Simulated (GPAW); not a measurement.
# Zr2NOS MXene monolayer: simulated STM images

What would a tunnelling microscope show on Zr2NOS MXene monolayer?

Method: GPAW, PAW setups; layer in a repeated cell with vacuum, relaxation of atoms and in-plane cell, in the first sound run; inputs show where later runs differ, in GPAW 26.7.0.

**1. Set-up**

The cell holds 5 atoms: 1 S, 2 Zr, 1 N and 1 O. Cell: a = 3.217 Å, b = 3.217 Å, c = 19.637 Å, α = 90.0°, β = 90.0°, γ = 120.0°. Vacuum lies along c.

**2. Relaxing the atoms**

Forces are removed first; all later runs use this geometry.

Contents of run.py:

```python
import json
import numpy as np
from ase import Atoms
from ase.filters import FrechetCellFilter
from ase.optimize import BFGS
from gpaw import GPAW, PW

slab = Atoms(
    ['S', 'Zr', 'N', 'Zr', 'O'],
    positions=[
        [-0.00000, 1.85762, 7.00000],
        [1.60875, 0.92881, 8.85468],
        [0.00000, 0.00000, 10.12422],
        [-0.00000, 1.85762, 11.39376],
        [1.60875, 0.92881, 12.63653]],
    cell=[[3.2175, 0.0, 0.0], [-1.60875, 2.78644, 0.0], [0.0, 0.0, 19.6365]],
    pbc=[True, True, True])

slab.calc = GPAW(mode=PW(600), xc='PBE', kpts={'size': (12, 12, 1), 'gamma': True},
                 occupations={'name': 'fermi-dirac', 'width': 0.05}, nbands='160%',
                 convergence={'density': 1e-05}, maxiter=200,
                 symmetry={'tolerance': 1e-3}, txt='slab.txt')
result = {}
# The in-plane cell is free; stress needs a cell that repeats along all three vectors
path = []
opt = BFGS(FrechetCellFilter(slab, mask=[1, 1, 0, 0, 0, 1]), maxstep=0.2)
opt.attach(lambda: path.append((slab.get_potential_energy(), slab.positions.tolist(), slab.get_forces().tolist())))
result['relaxed'] = bool(opt.run(fmax=0.02, steps=45))
result['path'] = path
result['cell'] = slab.cell.tolist()
print('in-plane lattice', slab.cell.cellpar().round(4)[[0, 1, 5]])
energy = slab.get_potential_energy()
fermi = slab.calc.get_fermi_level()
v = slab.calc.get_electrostatic_potential().mean((0, 1)) - fermi
n = slab.calc.get_pseudo_density().mean((0, 1))
L = slab.cell[2, 2]
z = np.arange(len(v)) * L / len(v)
low, high = slab.positions[:, 2].min(), slab.positions[:, 2].max()
below, above = np.interp([low - 4.8, high + 4.8], z, v)
slopes = [np.interp(x, z, np.gradient(v, z)) for x in (low - 4.8, high + 4.8)]
eps = np.array([[slab.calc.get_eigenvalues(k, s) for k in range(len(slab.calc.get_ibz_k_points()))]
                for s in range(slab.calc.get_number_of_spins())]) - fermi
top, bottom = eps[eps < 0].max(), eps[eps > 0].min()
dipole = slab.get_dipole_moment()[2]
print(f'energy {energy:.4f} eV, Fermi level {fermi:.4f} eV, dipole {dipole:.5f} e A')
print(f'potential 4.8 A off the faces, from the Fermi level: lower {below:.4f} eV, upper {above:.4f} eV')
print(f'slope of the potential there: lower {slopes[0]:.5f}, upper {slopes[1]:.5f} eV/A')
print(f'nearest levels on the mesh: {top:.4f} and {bottom:.4f} eV')
print('magnetic moment', round(slab.get_magnetic_moment(), 3))
result.update(energy=energy, fermi=fermi, dipole=dipole, below=below, above=above, slopes=slopes, edges=[top, bottom],
              z=z.tolist(), v=v.tolist(), n=n.tolist(), positions=slab.positions.tolist(),
              forces=slab.get_forces(apply_constraint=False).tolist(), moments=slab.get_magnetic_moments().tolist())
json.dump(result, open('result.json', 'w'))
```

Started as:

```sh
$ OMP_NUM_THREADS=1 OPENBLAS_NUM_THREADS=1 python run.py
```

Log:

```text
Step          Energy          fmax
BFGS:    0      -41.618122        4.375157
BFGS:    1      -42.086640        2.081107
BFGS:    2      -42.351683        1.030923
BFGS:    3      -42.382917        0.626691
BFGS:    4      -42.476160        0.577903
BFGS:    5      -42.509715        0.477133
BFGS:    6      -42.540667        0.476109
BFGS:    7      -42.554686        0.317113
BFGS:    8      -42.561625        0.155804
BFGS:    9      -42.562850        0.132167
BFGS:   10      -42.562457        0.070113
BFGS:   11      -42.561927        0.024206
BFGS:   12      -42.561944        0.017416
in-plane lattice [  3.3045   3.3045 120.    ]
energy -42.5533 eV, Fermi level 0.5807 eV, dipole 0.09022 e A
potential 4.8 A off the faces, from the Fermi level: lower 5.3299 eV, upper 4.9071 eV
slope of the potential there: lower 0.08777, upper 0.08841 eV/A
nearest levels on the mesh: -0.0045 and 0.0355 eV
magnetic moment 0.0
```

It took 15 min on 1 thread of Arm Neoverse V2, shared host; peak memory 0.59 GiB.

This step gave:

```yaml
dipole_along_the_normal: 0.09022 e·Å
levels_nearest_the_fermi_level_on_the_mesh: -0.004461, 0.03553 eV from the Fermi level
```

The electrostatic potential energy of an electron (without an applied field's), less the Fermi level, planar mean oscillates, so the rows of the table below give means over windows of 0.5 Å about each position, cut where the curve ends. Its maxima inside the range that stand out by 2 % of the span (Å: eV): 7.89: -5.26, 9.73: -5.88, 10.61: -7.08. Its minima: 7.19: -16.8, 8.77: -21.8, 10.17: -11.9, 11.48: -22.5.

Electrostatic potential energy of an electron (without an applied field's), less the Fermi level, planar mean against z; means over each step:

| z (Å) | electrostatic potential energy of an electron (without an applied field's), less the Fermi level, planar mean (eV) |
| --- | --- |
| 0.0 | 5.13 |
| 0.5 | 5.17 |
| 1.0 | 5.21 |
| 1.5 | 5.25 |
| 2.0 | 5.30 |
| 2.5 | 5.34 |
| 3.0 | 5.38 |
| 3.5 | 5.43 |
| 4.0 | 5.47 |
| 4.5 | 5.51 |
| 5.0 | 5.51 |
| 5.5 | 5.36 |
| 6.0 | 4.40 |
| 6.5 | -0.171 |
| 7.0 | -12.7 |
| 7.5 | -10.7 |
| 8.0 | -6.70 |
| 8.5 | -16.8 |
| 9.0 | -18.6 |
| 9.5 | -8.12 |
| 10.0 | -9.33 |
| 10.5 | -8.41 |
| 11.0 | -13.5 |
| 11.5 | -21.3 |
| 12.0 | -14.7 |
| 12.5 | -9.60 |
| 13.0 | 0.915 |
| 13.5 | 3.97 |
| 14.0 | 4.51 |
| 14.5 | 4.65 |
| 15.0 | 4.71 |
| 15.5 | 4.76 |
| 16.0 | 4.80 |
| 16.5 | 4.84 |
| 17.0 | 4.89 |
| 17.5 | 4.93 |
| 18.0 | 4.98 |
| 18.5 | 5.02 |
| 19.0 | 5.07 |
| 19.5 | 5.10 |

The pseudo valence density, planar mean oscillates, so the rows of the table below give means over windows of 1 Å about each position, cut where the curve ends. Its maxima inside the range that stand out by 2 % of the span (Å: e/Å³): 7.5: 0.469, 8.8: 1.13, 10.2: 0.633, 11.6: 1.14, 12.3: 0.872. Its minima: 7.9: 0.423, 9.5: 0.458, 10.7: 0.493, 12.1: 0.818.

Pseudo valence density, planar mean against z; means over each step:

z (Å), pseudo valence density, planar mean (e/Å³) and a bar:
```
        3       0.00 
        4       0.00 
        5       0.00 
        6       0.09 ###
        7       0.38 #############
        8       0.51 #################
        9       0.83 ############################
       10       0.56 ###################
       11       0.73 ########################
       12       0.91 ##############################
       13       0.31 ##########
       14       0.01 
       15       0.00 
       16       0.00
```

The relaxation lowered the energy of the cell by 0.945 eV (energies extrapolated to zero smearing; the optimiser's log prints free energies). The largest force left on a free atom is 0.017 eV/Å.

**3. The slab's potential**

With the geometry fixed, the planar mean of the potential gives the vacuum level on each side.

This step: GPAW, PAW setups; slab in vacuum (GPAW 26.7.0).

The cell differs from the one that the last finished run ended in (c 19.637 → 19.233 Å).

Contents of run.py:

```python
import json
import numpy as np
from ase import Atoms
from ase.dft.stm import STM
from gpaw import GPAW, PW

slab = Atoms(
    ['S', 'Zr', 'N', 'Zr', 'O'],
    positions=[
        [-0.00000, 1.90784, 7.00000],
        [1.65224, 0.95392, 8.61829],
        [-0.00000, -0.00000, 9.99100],
        [0.00000, 1.90784, 11.29277],
        [1.65224, 0.95392, 12.23348]],
    cell=[[3.30448, -0.0, 0.0], [-1.65224, 2.86177, 0.0], [0.0, 0.0, 19.2335]],
    pbc=[True, True, False])

slab.calc = GPAW(mode=PW(500), xc='PBE', kpts={'size': (12, 12, 1), 'gamma': True},
                 occupations={'name': 'fermi-dirac', 'width': 0.05}, nbands='160%',
                 convergence={'density': 1e-05}, maxiter=200,
                 poissonsolver={'dipolelayer': 'xy'},
                 symmetry={'tolerance': 1e-3}, txt='slab.txt')
result = {}
energy = slab.get_potential_energy()
fermi = slab.calc.get_fermi_level()
v = slab.calc.get_electrostatic_potential().mean((0, 1)) - fermi
n = slab.calc.get_pseudo_density().mean((0, 1))
L = slab.cell[2, 2]
z = np.arange(len(v)) * L / len(v)
low, high = slab.positions[:, 2].min(), slab.positions[:, 2].max()
below, above = np.interp([low - 4.8, high + 4.8], z, v)
slopes = [np.interp(x, z, np.gradient(v, z)) for x in (low - 4.8, high + 4.8)]
eps = np.array([[slab.calc.get_eigenvalues(k, s) for k in range(len(slab.calc.get_ibz_k_points()))]
                for s in range(slab.calc.get_number_of_spins())]) - fermi
top, bottom = eps[eps < 0].max(), eps[eps > 0].min()
dipole = slab.get_dipole_moment()[2]
print(f'energy {energy:.4f} eV, Fermi level {fermi:.4f} eV, dipole {dipole:.5f} e A')
print(f'potential 4.8 A off the faces, from the Fermi level: lower {below:.4f} eV, upper {above:.4f} eV')
print(f'slope of the potential there: lower {slopes[0]:.5f}, upper {slopes[1]:.5f} eV/A')
print(f'nearest levels on the mesh: {top:.4f} and {bottom:.4f} eV')
print('magnetic moment', round(slab.get_magnetic_moment(), 3))
result.update(energy=energy, fermi=fermi, dipole=dipole, below=below, above=above, slopes=slopes, edges=[top, bottom],
              z=z.tolist(), v=v.tolist(), n=n.tolist(), positions=slab.positions.tolist(),
              forces=slab.get_forces(apply_constraint=False).tolist(), moments=slab.get_magnetic_moments().tolist())

# Images need the states of the whole zone, up to time reversal
slab.calc = slab.calc.fixed_density(symmetry={'point_group': False}, txt='states.txt', nbands='250%',
                                    convergence={'bands': 'CBM+1.8'})
stm = STM(slab)
result['stm'] = []
for bias in [-2.0, -1.0, 1.5]:
    height = high + 3.0
    current = stm.get_averaged_current(bias, height)
    x, y, h = stm.scan(bias, current)
    i, f = divmod(height / L * stm.ldos.shape[2], 1)
    I = abs((1 - f) * stm.ldos[:, :, int(i)] + f * stm.ldos[:, :, int(i) + 1])
    print(f'bias {bias} V: mean current at 3.0 A {current:.4e}, corrugation {np.ptp(h):.4f} A')
    result['stm'].append(dict(bias=bias, current=current, h=(h - high).tolist(), I=I.tolist()))
json.dump(result, open('result.json', 'w'))
```

Log:

```text
energy -41.7592 eV, Fermi level 0.7151 eV, dipole 0.05991 e A
potential 4.8 A off the faces, from the Fermi level: lower 5.6724 eV, upper 4.5274 eV
slope of the potential there: lower 0.00029, upper 0.00031 eV/A
nearest levels on the mesh: -0.0037 and 0.0351 eV
magnetic moment 0.0
bias -2.0 V: mean current at 3.0 A 3.8358e-06, corrugation 0.2710 A
bias -1.0 V: mean current at 3.0 A 3.0738e-06, corrugation 0.3133 A
bias 1.5 V: mean current at 3.0 A 9.0837e-06, corrugation 0.2854 A
```

It took 4.6 min on 1 thread; peak memory 0.69 GiB.

This step gave:

```yaml
dipole_along_the_normal: 0.05991 e·Å
levels_nearest_the_fermi_level_on_the_mesh: -0.003670, 0.03507 eV from the Fermi level
upper_work_function: 4.527 eV
lower_work_function: 5.672 eV
corrugation_minus_2: 0.2710 Å
corrugation_minus_1: 0.3133 Å
corrugation_1p5: 0.2854 Å
```

The electrostatic potential energy of an electron (without an applied field's), less the Fermi level, planar mean oscillates, so the rows of the table below give means over windows of 0.5 Å about each position, cut where the curve ends. Its maxima inside the range that stand out by 2 % of the span (Å: eV): 1.54: 5.67, 7.69: -5.23, 9.52: -5.84, 10.39: -7.16. Its minima: 7.02: -16.8, 8.66: -21.8, 10.00: -11.9, 11.25: -22.4.

The electrostatic potential energy of an electron (without an applied field's), less the Fermi level, planar mean by z; means over each step:

| z (Å) | electrostatic potential energy of an electron (without an applied field's), less the Fermi level, planar mean (eV) |
| --- | --- |
| 0.0 | 5.31 |
| 0.5 | 5.64 |
| 1.0 | 5.67 |
| 1.5 | 5.67 |
| 2.0 | 5.67 |
| 2.5 | 5.67 |
| 3.0 | 5.67 |
| 3.5 | 5.67 |
| 4.0 | 5.67 |
| 4.5 | 5.65 |
| 5.0 | 5.59 |
| 5.5 | 5.25 |
| 6.0 | 3.54 |
| 6.5 | -3.92 |
| 7.0 | -14.8 |
| 7.5 | -7.56 |
| 8.0 | -9.25 |
| 8.5 | -19.8 |
| 9.0 | -14.9 |
| 9.5 | -6.84 |
| 10.0 | -10.4 |
| 10.5 | -8.34 |
| 11.0 | -17.6 |
| 11.5 | -19.8 |
| 12.0 | -13.3 |
| 12.5 | -5.58 |
| 13.0 | 2.56 |
| 13.5 | 4.18 |
| 14.0 | 4.46 |
| 14.5 | 4.51 |
| 15.0 | 4.52 |
| 15.5 | 4.53 |
| 16.0 | 4.53 |
| 16.5 | 4.53 |
| 17.0 | 4.53 |
| 17.5 | 4.53 |
| 18.0 | 4.53 |
| 18.5 | 4.53 |
| 19.0 | 4.69 |

The pseudo valence density, planar mean oscillates, so the rows of the table below give means over windows of 0.5 Å about each position, cut where the curve ends. Its maxima inside the range that stand out by 2 % of the span (Å: e/Å³): 7.31: 0.467, 8.66: 1.13, 10.00: 0.630, 11.35: 1.16, 12.12: 0.875. Its minima: 7.69: 0.425, 9.42: 0.453, 10.58: 0.488, 11.92: 0.820.

Table of pseudo valence density, planar mean by z; means over each step:

z (Å), pseudo valence density, planar mean (e/Å³) and a bar:
```
      3.5       0.00 
      4.0       0.00 
      4.5       0.00 
      5.0       0.01 
      5.5       0.03 #
      6.0       0.12 ####
      6.5       0.32 #########
      7.0       0.40 ############
      7.5       0.45 #############
      8.0       0.52 ###############
      8.5       0.98 #############################
      9.0       0.74 ######################
      9.5       0.50 ###############
     10.0       0.61 ##################
     10.5       0.53 ################
     11.0       0.85 #########################
     11.5       1.02 ##############################
     12.0       0.84 #########################
     12.5       0.59 #################
     13.0       0.15 ####
     13.5       0.02 #
     14.0       0.00 
     14.5       0.00 
     15.0       0.00 
     15.5       0.00
```

Tip height over the top atom over a1 and a2. Sample bias -2 V, constant current at the mean current 3.0 Å over the top atom.

Ten even steps from '0' (2.88 Å) to '9' (3.15 Å):
```
011123443344321110
211112322232111122
211101111110111244
221000000000122454
332100000012334554
543100000134555655
542100001245667766
532100012356788876
532100123567899876
543101345678999876
542002456789999876
531113567899999876
321123568999999865
211124578999998754
211245678888887654
212455567777765554
002444566666654442
002223555555532220
```
Columns: a1 from 0 to 0.944; rows upwards: a2 from 0 to 0.944.

Local density of states summed over the bias window over a1 and a2. Sample bias -2 V, constant height 3.0 Å over the top atom.

Ten even steps from '0' (2.68 × 1e-6 arbitrary) to '9' (5.20 × 1e-6 arbitrary):
```
112223543345322211
221112332332111222
321111111111112344
321100000001123454
432100000012345665
553100000135566766
643100001346777777
532100012357778777
533100133567899876
543101345678999876
652112567789999877
531113577899999877
421124677999999776
321235678999998765
322346777888877764
212456677777776654
112445677667765442
112334565556543321
```
Columns: a1 from 0 to 0.944; rows upwards: a2 from 0 to 0.944.

Tip height over the top atom over a1 and a2. Sample bias -1 V, constant current at the mean current 3.0 Å over the top atom.

Ten even steps from '0' (2.86 Å) to '9' (3.17 Å):
```
112223443344322211
222222322232222222
222111111111122233
222100000001222444
332100000012334554
543100000134556665
542100001245667766
532100012356778776
532100123567899876
543101345678999876
542112456789999876
532123567899999876
322223567999999765
222224678999998764
222245677888877654
212345667777766543
112344566666654432
012223555555532221
```
Columns: a1 from 0 to 0.944; rows upwards: a2 from 0 to 0.944.

Local density of states summed over the bias window over a1 and a2. Sample bias -1 V, constant height 3.0 Å over the top atom.

Ten even steps from '0' (2.06 × 1e-6 arbitrary) to '9' (4.41 × 1e-6 arbitrary):
```
122123443344321221
221112322232111222
211111111111111233
221100000001122444
332100000012334554
543100000134556665
642100001246667766
532100012356677766
532100123567788776
543101345677898776
642112466778998776
531113566789998766
321123567899998765
211124677888887764
222245677777777654
222345666777666543
112344566666654432
112223565556532221
```
Columns: a1 from 0 to 0.944; rows upwards: a2 from 0 to 0.944.

Tip height over the top atom over a1 and a2. Sample bias 1.5 V, constant current at the mean current 3.0 Å over the top atom.

Values in Å, 12 rows by 16 columns, each cell a mean:
```
2.83 2.86 2.90 2.93 2.97 3.02 3.04 3.05 3.05 3.03 3.00 2.96 2.92 2.89 2.86 2.82
2.89 2.91 2.93 2.95 2.99 3.02 3.05 3.06 3.04 3.01 2.97 2.94 2.92 2.90 2.88 2.88
2.95 2.96 2.98 2.99 3.01 3.04 3.06 3.05 3.01 2.99 2.98 2.96 2.95 2.94 2.94 2.95
3.01 3.01 3.02 3.03 3.05 3.06 3.06 3.05 3.03 3.02 3.02 3.00 2.99 2.97 2.97 2.99
3.04 3.05 3.06 3.06 3.06 3.06 3.06 3.06 3.05 3.04 3.05 3.04 3.01 3.00 3.03 3.04
3.04 3.05 3.05 3.04 3.02 3.03 3.05 3.05 3.04 3.04 3.05 3.06 3.05 3.05 3.05 3.04
3.04 3.03 3.01 2.99 2.99 3.02 3.04 3.04 3.04 3.05 3.06 3.07 3.07 3.06 3.04 3.04
3.02 2.99 2.97 2.96 2.98 3.01 3.04 3.05 3.06 3.06 3.07 3.07 3.07 3.06 3.05 3.05
2.96 2.93 2.92 2.93 2.96 2.99 3.01 3.03 3.06 3.07 3.07 3.07 3.06 3.03 3.01 3.00
2.91 2.89 2.89 2.92 2.95 2.97 2.98 3.03 3.06 3.06 3.06 3.06 3.02 2.98 2.97 2.95
2.84 2.84 2.87 2.91 2.95 2.98 3.02 3.05 3.04 3.04 3.05 3.04 3.00 2.96 2.93 2.88
2.80 2.82 2.87 2.92 2.96 3.00 3.04 3.04 3.04 3.04 3.04 3.01 2.96 2.93 2.88 2.83
```
Columns: a1 from 0 to 0.944; rows upwards: a2 from 0 to 0.944.

Local density of states summed over the bias window over a1 and a2. Sample bias 1.5 V, constant height 3.0 Å over the top atom.

Ten even steps from '0' (0.62 × 1e-5 arbitrary) to '9' (1.06 × 1e-5 arbitrary):
```
001246799997642100
111356899986531111
223456899865432222
345567898765543343
566678998766655445
778889998887775557
899999999998876678
899988899988977798
899877899878888887
898666898778999877
876556788889999888
765456789899999898
543345777899998777
321235567899987655
211234567888876543
101244579878975442
001235788778875321
001235788888753210
```
Columns: a1 from 0 to 0.944; rows upwards: a2 from 0 to 0.944.

Force by atom:

| atom | x (eV/Å) | y (eV/Å) | z (eV/Å) | size |
| --- | --- | --- | --- | --- |
| S1 | 0.0000 | 0.0000 | 0.0131 | 0.0131 |
| Zr2 | 0.0000 | 0.0000 | -0.0238 | 0.0238 |
| N3 | 0.0000 | 0.0000 | -0.0109 | 0.0109 |
| Zr4 | 0.0000 | 0.0000 | -0.0107 | 0.0107 |
| O5 | 0.0000 | 0.0000 | 0.0899 | 0.0899 |

The potential is flat to 3.1e-4 eV/Å where it is read, so the vacuum is wide enough.

**4. Summary of results**

```
work function, upper and lower face : 4.527 and 5.672 eV
dipole along the normal             : 0.0599 e Å
corrugation at -2 V                 : 0.271 Å
corrugation at -1 V                 : 0.313 Å
corrugation at 1.5 V                : 0.285 Å
```

The corrugation at constant current is largest at -1 V, where the tip height varies by 0.31 Å over the cell. Negative sample bias images filled states, positive bias empty ones. The two faces differ by 1.1 eV, the step that the slab's dipole makes (e p/(ε0 A) gives 1.1 eV), so the dipole layer is needed. The images are of Tersoff-Hamann type: an s-wave tip, no tip-sample forces, heights closer than in a microscope. The relaxation of atoms and cell ran in a fully periodic cell without the dipole layer, so the atoms of this polar layer felt a small spurious field. The cell holds an odd number of electrons, so without spin polarisation it must come out metallic and without a moment, whatever its true state. The layer's cell and atoms come from the relaxation; spin-orbit coupling and temperature are left out.

[Logs are printed without paths, hosts, clocks, repeated set-up lines and the standing remarks that a program may print on its own settings, such as how far it seeks lower states.]

[Hosts, paths, dates, database ids (printed as entryN), source tags and the programs' standing remarks are cut or masked in the printed files.]
